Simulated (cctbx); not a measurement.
# Accept or mend?

Cell a = 3.9100 Å, b = 3.9100 Å, c = 12.3200 Å, α = 90.00°, β = 90.00°, γ = 90.00°; space group P4/mmm (no. 123).

Simulated single-crystal data (cctbx): Mo Kα, λ = 0.71073 Å, to d = 0.65 Å, 80 % of the full sphere, strongest reflection 40000 counts, noise from counting, a 4 % proportional error and a noise floor of 4 counts (s.d.); no absorption, and some extinction, which the refinements don't model.

An anisotropic refinement with weights 1/σ² prints:

```text
Rint 0.035, 270 unique reflections to 0.65 A
cycle     R1     wR2    GooF  max shift (A)
   1  0.0418  0.1045   5.537   0.07485
   3  0.0376  0.0878   4.650   0.00008
final R1 0.0376 wR2 0.0878 GooF 4.650  parameters 17  data/parameter 15.9
atom        x        y        z      Ueq    occ   su(xyz)  su(Uiso or U11)
Tl1    0.00000  0.00000  0.00000   0.0116  1.000  0.00000  0.0003
Y1     0.50000  0.50000  0.50000   0.0121  1.000  0.00000  0.0004
Sr1    0.50000  0.50000  0.21234   0.0118  1.000  0.00010  0.0003
Mn1    0.00000  0.00000  0.35372   0.0125  1.000  0.00017  0.0005
O1     0.00000  0.00000  0.17380   0.0359  1.000  0.00149  0.0040
O2     0.00000  0.50000  0.37810   0.0208  1.000  0.00081  0.0029
difference map: max 16.46 min -0.99 rms 0.48
Q1    0.5000  0.5000  0.0000    1   17.55  2.62 A from Sr1
Q2    0.0000  0.0000  0.2058    2    4.28  0.39 A from O1
Q3    0.0000  0.0000  0.0000    1    1.31  0.00 A from Tl1
Q4    0.0000  0.0000  0.5000    1    0.75  1.80 A from Mn1
Q5    0.5000  0.5000  0.0663    2    0.74  1.80 A from Sr1
Q6    0.5000  0.5000  0.2936    2    0.62  1.00 A from Sr1
```

**Question.** Can this result stand? If not, what is the likely fault?

Mend it. The fault: an atom left out, O at (1/2, 1/2, 0). Against the right model at the same level, R1 goes from 0.0085 to 0.0376 and GooF from 0.95 to 4.65 and the top difference peak, 17.6 e/Å³, lies 2.62 Å from Sr1. Q1 is the missing atom. With scattering power missing, scale and phases suffer, so peaks may also grow on the heavy atoms.

The compound is Sr2YMn2TlO7. The right model at the same level gives:

```text
Rint 0.035, 270 unique reflections to 0.65 A
cycle     R1     wR2    GooF  max shift (A)
   1  0.0214  0.0587   3.123   0.00953
   2  0.0085  0.0180   0.955   0.00014
final R1 0.0085 wR2 0.0180 GooF 0.955  parameters 19  data/parameter 14.2
atom        x        y        z      Ueq    occ   su(xyz)  su(Uiso or U11)
Tl1    0.00000  0.00000  0.00000   0.0118  1.000  0.00000  0.0001
Y1     0.50000  0.50000  0.50000   0.0124  1.000  0.00000  0.0001
Sr1    0.50000  0.50000  0.21229   0.0121  1.000  0.00002  0.0001
Mn1    0.00000  0.00000  0.35375   0.0127  1.000  0.00003  0.0001
O1     0.50000  0.50000  0.00000   0.0315  1.000  0.00000  0.0013
O2     0.00000  0.00000  0.18083   0.0366  1.000  0.00034  0.0007
O3     0.00000  0.50000  0.37841   0.0198  1.000  0.00015  0.0006
difference map: max 0.65 min -0.52 rms 0.12
Q1    0.0000  0.0000  0.5000    1    0.68  1.80 A from Mn1
Q2    0.5000  0.5000  0.2944    2    0.51  1.01 A from Sr1
Q3    0.1419  0.5000  0.5000    4    0.41  1.40 A from Y1
Q4    0.1722  0.5000  0.3348    8    0.40  0.86 A from O3
Q5    0.0000  0.3018  0.1262    8    0.39  1.36 A from O2
Q6    0.2278  0.2278  0.3242    8    0.38  1.31 A from Mn1
```

This is a model crystal, built by substitution and not relaxed, with assumed displacement parameters.

[Middle refinement cycles are left out of these outputs.]

[Logs are printed without paths, hosts, clocks, repeated set-up lines and the standing remarks that a program may print on its own settings, such as how far it seeks lower states.]
